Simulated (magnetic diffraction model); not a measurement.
# FeSb2S2O2 below its ordering temperature

Space group P2_1/c (no. 14), a = 6.4990 Å, b = 9.8860 Å, c = 9.5120 Å, β = 91.19°.

```csv
site,atom,x,y,z
4e,Sb,0.4904,0.1651,0.8205
4e,Sb,0.0142,0.6742,0.3335
4e,Fe,0.7803,0.9950,0.4973
4e,S,0.7616,0.1830,0.3356
4e,S,0.0134,0.3911,0.1514
4e,O,0.4980,0.8547,0.3990
4e,O,0.7514,0.8369,0.6868
```

The compound is invented for this exercise: a known structure type with other elements, its cell scaled to their sizes and not relaxed.

Only Fe is taken to order (form factors of Fe2+); orders and moment sizes are assumed, and not adapted to the symmetry. Radiation: neutrons of λ = 2.36 Å, 3° to 45°; isotropic B of 0.46 Å² (Sb), 0.52 Å² (Fe), 0.75 Å² (S) and 0.65 Å² (O). Simulated constant-wavelength pattern: nuclear and magnetic terms add, the magnetic one as |2.695 fm × Σ f S⊥ exp(2πi Q·r) exp(−B s²)|², summed over all Q at one angle with the factor 1/(sin²θ cos θ). For collinear order S is the moment m, which repeats by lattice and centring translations R with the sign exp(−2πi k·R). Free-ion form factors, Sears's scattering lengths of 1992, no absorption; a label names one of the reflections at its angle. The strongest nuclear line in the range is 100, and lines under 0.2 are left out.

Above the ordering temperature:

```csv
2θ (°),index,I
19.83,(0 1 1),100.0
20.93,(1 0 0),0.2
25.10,(1 1 0),2.6
27.62,(0 2 0),0.6
28.74,(0 0 2),0.3
28.76,(1 1 -1),0.3
29.20,(1 1 1),0.5
34.91,(1 2 0),2.0
35.45,(1 0 -2),0.4
36.18,(1 0 2),0.2
37.71,(1 2 -1),22.2
38.06,(1 2 1),10.9
38.18,(1 1 -2),8.7
38.86,(1 1 2),1.6
40.28,(0 2 2),34.6
42.59,(2 0 0),0.4
44.54,(0 3 1),4.5
```

Below it (cell unchanged):

| 2θ (°) | I |
| --- | --- |
| 12.48 | 20.7 |
| 18.82 | 11.5 |
| 19.15 | 11.1 |
| 19.83 | 100.0 |
| 20.93 | 0.2 |
| 23.16 | 1.8 |
| 25.10 | 2.6 |
| 27.18 | 2.2 |
| 27.42 | 2.2 |
| 27.62 | 0.6 |
| 28.74 | 0.3 |
| 28.76 | 0.3 |
| 29.20 | 0.5 |
| 31.23 | 3.8 |
| 31.64 | 3.7 |
| 32.38 | 3.5 |
| 34.91 | 2.0 |
| 35.27 | 3.0 |
| 35.45 | 0.4 |
| 35.82 | 2.9 |
| 36.18 | 0.2 |
| 36.35 | 0.2 |
| 37.05 | 2.0 |
| 37.41 | 2.0 |
| 37.71 | 22.2 |
| 38.05 | 1.9 |
| 38.06 | 10.9 |
| 38.18 | 8.7 |
| 38.86 | 1.6 |
| 39.14 | 0.6 |
| 39.31 | 0.6 |
| 40.28 | 34.6 |
| 40.58 | 1.4 |
| 41.07 | 1.4 |
| 42.59 | 0.4 |
| 43.37 | 1.7 |
(The table stops after 36 lines; 2 more lie at higher angle.)

**Question.** Find the propagation vector, then choose among these models:
A. collinear moments along [111], 3.41 μB on Fe; signs + at (0.7803, 0.9950, 0.4973), − at (0.2197, 0.4950, 0.0027), − at (0.7803, 0.5050, 0.9973), + at (0.2197, 0.0050, 0.5027)
B. collinear moments along [111], 3.41 μB on Fe; signs + at (0.7803, 0.9950, 0.4973), + at (0.2197, 0.4950, 0.0027), − at (0.7803, 0.5050, 0.9973), − at (0.2197, 0.0050, 0.5027)
C. collinear moments along [010], 3.41 μB on Fe; signs + at (0.7803, 0.9950, 0.4973), − at (0.2197, 0.4950, 0.0027), − at (0.7803, 0.5050, 0.9973), + at (0.2197, 0.0050, 0.5027)
D. collinear moments along [010], 3.41 μB on Fe; signs + at (0.7803, 0.9950, 0.4973), + at (0.2197, 0.4950, 0.0027), − at (0.7803, 0.5050, 0.9973), − at (0.2197, 0.0050, 0.5027)

The new lines index as (1/2 -1/2 0) at 12.48°, (1/2 1/2 -1) at 18.82°, (1/2 1/2 1) at 19.15° and (1/2 3/2 0) at 23.16°, that is as H ± k with k = (1/2 1/2 0). Half indices mean that the moments reverse under translations with k·R a half-integer, and the magnetic cell has twice the primitive volume.

Magnetic intensity, observed (below minus above) and for each model:

| 2θ (°) | index | observed | A | B | C | D |
| --- | --- | --- | --- | --- | --- | --- |
| 12.48 | (1/2 -1/2 0) | 20.7 | 14.4 | 29.5 | 20.7 | 20.7 |
| 18.82 | (1/2 1/2 -1) | 11.5 | 10.3 | 13.2 | 11.5 | 11.5 |
| 19.15 | (1/2 1/2 1) | 11.1 | 9.9 | 1.5 | 11.1 | 11.1 |
| 23.16 | (1/2 3/2 0) | 1.8 | 7.5 | 3.5 | 1.8 | 1.8 |
| 27.18 | (1/2 3/2 -1) | 2.2 | 4.5 | 2.9 | 2.2 | 2.2 |
| 27.42 | (1/2 -3/2 1) | 2.2 | <0.2 | 5.0 | 2.2 | 2.2 |
| 31.64 | (1/2 -1/2 2) | 3.7 | 1.0 | 2.6 | 3.7 | 3.7 |
| 37.41 | (1/2 3/2 2) | 2.0 | 2.7 | <0.2 | 2.0 | 2.0 |

Models C and D match alike on every line, so these data can't choose among them (such ties are often domains of one structure).

The structure used: k = (1/2 1/2 0), collinear moments along [010], 3.41 μB on Fe; signs + at (0.7803, 0.9950, 0.4973), + at (0.2197, 0.4950, 0.0027), − at (0.7803, 0.5050, 0.9973), − at (0.2197, 0.0050, 0.5027).

[Logs are printed without paths, hosts, clocks, repeated set-up lines and the standing remarks that a program may print on its own settings, such as how far it seeks lower states.]
